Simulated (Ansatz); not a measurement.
# (SiC)2(MgO)2 [0001] superlattice, started as wurtzite: a soft mode frozen in, part 3 of 3

Aim: this structure of (SiC)2(MgO)2 [0001] superlattice, started as wurtzite is to be tested for unstable modes, and one is followed downhill.

Ansatz 0.2.0; DFT PBE, scalar-relativistic, plane waves, PAW.

So far. Step 4 (The mode frozen in, largest atomic shift 0.08 Å): The run ends at a pressure of 0.26 GPa, with forces up to 0.12 eV/Å. Step 5 (Energy along the mode, all amplitudes (two of the runs …): The lowest of the steps tried is at 0.08 Å, 0.393 meV/atom below the parent; the bottom of the well need not coincide with a step.

The structure was built from a prototype and need not be the compound's stable phase.

### Step 7. The new phase in its own primitive cell

The relaxed structure is symmetrised, reduced to its primitive cell and relaxed tightly, as its phonons need.

File input.yaml:

```yaml
crystal:
  lattice:
    - [1.6232850512, 0.9372040613, 10.650074491]
    - [-1.6232850512, 0.9372040613, 10.650074491]
    - [0.0, -1.8744081226, 10.650074491]
  atoms:
    - { symbol: C, position: [0.7032096926, 0.7032096926, 0.7032096926] }
    - { symbol: C, position: [0.1145475384, 0.1145475384, 0.1145475384] }
    - { symbol: Mg, position: [0.8126830226, 0.8126830226, 0.8126830226] }
    - { symbol: Mg, position: [0.2282916198, 0.2282916198, 0.2282916198] }
    - { symbol: O, position: [0.8760533616, 0.8760533616, 0.8760533616] }
    - { symbol: O, position: [0.2961781721, 0.2961781721, 0.2961781721] }
    - { symbol: Si, position: [0.6457119808, 0.6457119808, 0.6457119808] }
    - { symbol: Si, position: [0.0578266658, 0.0578266658, 0.0578266658] }
kpoints:
  mp_grid: { grid: [12, 12, 12] }
hamiltonian:
  xc: pbe
scf:
  occupations: { method: methfessel_paxton, width: 0.2 }
output:
  forces: true
  stress: true
  eigenvalues: true
relax:
  adjacent_minimum: "off"
  f_tol: 0.001
  max_steps: 60
  cell: { stress_tol: 0.01 }
```

Started as:

```
$ ansatz run input.yaml --threads 8 --pin off --max-ram 14336MiB --backend cpu --events-out ev --progress --plain --runs-dir out
```

Numbers of over 12 decimals in the logs are rounded to 6 here.

What it wrote:

```text
[...]
atoms:
    - { symbol: C, position: [0.703210, 0.703210, 0.703210] }
    - { symbol: C, position: [0.114547, 0.114547, 0.114547] }
    - { symbol: Mg, position: [0.812683, 0.812683, 0.812683] }
    - { symbol: Mg, position: [0.228291, 0.228291, 0.228291] }
    - { symbol: O, position: [0.876054, 0.876054, 0.876054] }
    - { symbol: O, position: [0.296179, 0.296179, 0.296179] }
    - { symbol: Si, position: [0.645712, 0.645712, 0.645712] }
    - { symbol: Si, position: [0.057826, 0.057826, 0.057826] }
[key lines of the parts left out:]
SCF converged after 8 iterations
Free energy (F): -6756.260653 eV
Fermi energy:    8.351012 eV
P = ⅓ Tr σ = 0.0073 GPa (0.073 kbar)
```

The job ended after 18 s (8 threads of Arm Neoverse V2, shared host; peak memory 0.81 GiB; 2.3 min of CPU time).

Little changed from the start: no atom moved by 0.005 Å and no cell edge by 0.1 %.

This step gave:

```yaml
pressure: 0.007283 GPa
```

The largest force component left is 0.74 meV/Å and the pressure is 0.007 GPa, within the tolerances set. The cell now holds 12.15 Å³/atom.

### Step 8. Modes of the new phase, k-mesh 12×12×12

A relaxed structure may still be a saddle point, so its zone-centre modes are computed. No field response is asked, since the mesh shows no gap.

File input.yaml:

```yaml
crystal:
  lattice:
    - [1.6233365568, 0.937233798, 10.6500125976]
    - [-1.6233365568, 0.937233798, 10.6500125976]
    - [0.0, -1.8744675961, 10.6500125976]
  atoms:
    - { symbol: C, position: [0.703210071, 0.703210071, 0.703210071] }
    - { symbol: C, position: [0.114546942, 0.114546942, 0.114546942] }
    - { symbol: Mg, position: [0.8126826787, 0.8126826787, 0.8126826787] }
    - { symbol: Mg, position: [0.2282914922, 0.2282914922, 0.2282914922] }
    - { symbol: O, position: [0.8760538404, 0.8760538404, 0.8760538404] }
    - { symbol: O, position: [0.2961793182, 0.2961793182, 0.2961793182] }
    - { symbol: Si, position: [0.645712041, 0.645712041, 0.645712041] }
    - { symbol: Si, position: [0.0578256702, 0.0578256702, 0.0578256702] }
kpoints:
  mp_grid: { grid: [12, 12, 12] }
hamiltonian:
  xc: pbe
scf:
  occupations: { method: methfessel_paxton, width: 0.2 }
output:
  eigenvalues: true
phonons:
  method: dfpt
```

What it wrote:

```text
[...]
Crystal: 8 atoms, lattice volume = 97.221 Å³
Basis set: ecut = 420 eV, 1937 PW (Γ), exchange–correlation on 150×150×150 points (8 copies of the dense FFT grid, shifted against one another)
Bands: 32, of which v1, the nominal top of the filled ones, is band 24 counted from 1 (23 counted from 0)
Symmetry: 6 space group operations
k-points: 476 of 1728 (irreducible under 2 space group operations, time reversal used)
[...]
SCF iter   1: F=—  HF=-6756.272285 eV  |F-HF|=—  |Δ(HF+E_count)|=         —  Δρ=6.44e-3  dr2=1.04e-1  ethr=1.77e-3  ⟨swp⟩=6.2  Hψ=70720  notcnv=0
[...]
SCF iter  14: F=-6756.260653 eV  HF=-6756.260653 eV  |F-HF|=9.09e-13  |Δ(HF+E_count)|=  1.27e-11  S|Δr|=    0.00e0  Δρ=4.01e-8  dr2=2.54e-12  ethr=1.00e-12  ⟨swp⟩=9.7  Hψ=77795  notcnv=0
SCF 1 converged in 14 iterations: F = -6756.260653 eV  dr2 = 2.54e-12
[...]
SCF converged after 14 iterations
[...]
Free energy (F): -6756.260653 eV
[...]
Internal energy: -6756.265014 eV  (E = F + TS)
E sigma→0 (E₀):  -6756.261744 eV
Entropy (-TS):   0.004361 eV (0.545 meV/atom)
Fermi energy:    8.351011 eV
[...]
--- Band table (eV; the first three rows and the last of 476) ---
  k-point 0: bands = [... 20 lower, 6.3648, 6.3648, 6.5499, 9.1964, 9.1964, 10.3314, 11.4199, 12.9437, ... 4 higher]
  k-point 1: bands = [... 20 lower, 5.8532, 6.2368, 6.7180, 8.8955, 9.1489, 10.5206, 11.7201, 12.6649, ... 4 higher]
  k-point 2: bands = [... 20 lower, 5.5866, 5.9215, 7.1141, 8.2204, 9.0115, 10.8890, 11.4593, 12.5257, ... 4 higher]
  k-point 475: bands = [... 20 lower, 6.3648, 6.3648, 6.9825, 9.1959, 9.1959, 10.0423, 11.4512, 13.0074, ... 4 higher]
[...]
ASR residual: 2.162e-3 → 0.000e0 eV/Å²; symmetrization residual: 2.059e-5 eV/Å²
[...]
```

The job ended after 23 min (8 threads; peak memory 5.4 GiB).

Numbers from this step:

```
sum-rule residual before enforcement                    : 0.002162 eV/Å²
highest optical mode at the zone centre (no LO-TO term) : 877.2 cm⁻¹
lowest optical zone-centre mode                         : 98.06 cm⁻¹
```

Patterns of degenerate modes are one choice out of their space. The modes at Γ (shares of kinetic energy by element, %):

```tsv
mode	frequency (cm⁻¹)	symmetry	C %	Mg %	O %	Si %
1	0.0	acoustic	15	30	20	35
2	0.0	acoustic	15	30	20	35
3	0.0	acoustic	15	30	20	35
4	98.1	E	6	35	21	38
5	98.1	E	6	35	21	38
6	141.2	E	19	58	9	14
7	141.2	E	19	58	9	14
8	175.4	E	1	2	78	19
9	175.4	E	1	2	78	19
10	193.9	E	13	8	9	69
11	193.9	E	13	8	9	69
12	215.0	A1	9	52	6	33
13	311.9	A1	6	32	43	19
14	420.2	A1	1	52	39	8
15	453.9	A1	1	17	78	4
16	489.7	E	71	28	0	0
17	489.7	E	71	28	0	0
18	491.3	A1	10	14	13	63
19	520.5	E	0	38	62	0
20	520.5	E	0	38	62	0
21	601.2	E	75	0	1	24
22	601.2	E	75	0	1	24
23	796.8	A1	83	0	0	17
24	877.2	A1	76	2	0	21
```

Displacements in mode 4 (98.1 cm⁻¹), the largest set to 1:
```
C1  -0.01 -0.58  0.00
C2   0.00  0.20  0.00
Mg3  0.01  0.32  0.00
Mg4  0.02  1.00  0.00
O5   0.02  0.98  0.00
O6   0.00 -0.22  0.00
Si7 -0.02 -0.83  0.00
Si8 -0.01 -0.58  0.00
```

Displacements in mode 24 (877.2 cm⁻¹), the largest set to 1:
```
C1   0.00  0.00 -0.12
C2   0.00  0.00  1.00
Mg3  0.00  0.00 -0.11
Mg4  0.00  0.00  0.04
O5   0.00  0.00 -0.05
O6   0.00  0.00 -0.05
Si7  0.00  0.00  0.08
Si8  0.00  0.00 -0.34
```

Before it was imposed, the acoustic sum rule was missed by 0.0022 eV/Å². Small misses are needed for a sound result but don't prove that mesh and cutoff are converged. The lowest optical mode is real, 98.1 cm⁻¹.

### Step 9. What came out

| Item | Value |
| --- | --- |
| unstable mode of the parent | q = (0, 0, 0), 105i cm⁻¹ |
| depth at the lowest point sampled | 0.393 meV/atom |
| largest atomic shift at that point | 0.08 Å |
| space group reached (within 0.01 Å) | R3m |
| energy gained over the parent (first relaxation, on the mesh of the frozen mode) | 18.2 meV/atom |
| volume per atom, phase reached | 12.2 Å³ |
| lowest optical zone-centre mode, phase reached | 98.1 cm⁻¹ |
| highest optical mode at the zone centre (no LO-TO term), phase reached | 877 cm⁻¹ |

Along this mode the structure falls into R3m, 18.2 meV/atom below the parent. At the parent's cell the well is 0.393 meV/atom deep on the steps tried, with its lowest point at a shift of 0.08 Å. Relaxing atoms and cell changes the gain by +17.76 meV/atom against the lowest step (energies at zero smearing). Most of the total comes from this relaxation. The new phase has no imaginary mode at the zone centre of its cell; other wavevectors were not checked. How so shallow a well moves with the k mesh was not tested. Each path keeps the symmetry of its pattern, so a lower phase may lie along a pattern not tried. With no gap, or one that is small against the smearing, the frequencies hang on the k mesh and the smearing, most of all near Kohn anomalies. The starting cell was built on a prototype and not taken from a measurement, so the phase need not exist.

[Logs are printed without paths, hosts, clocks, repeated set-up lines and the standing remarks that a program may print on its own settings, such as how far it seeks lower states.]

[Hosts, paths, dates, database ids (printed as entryN), source tags and the programs' standing remarks are cut or masked in the printed files.]
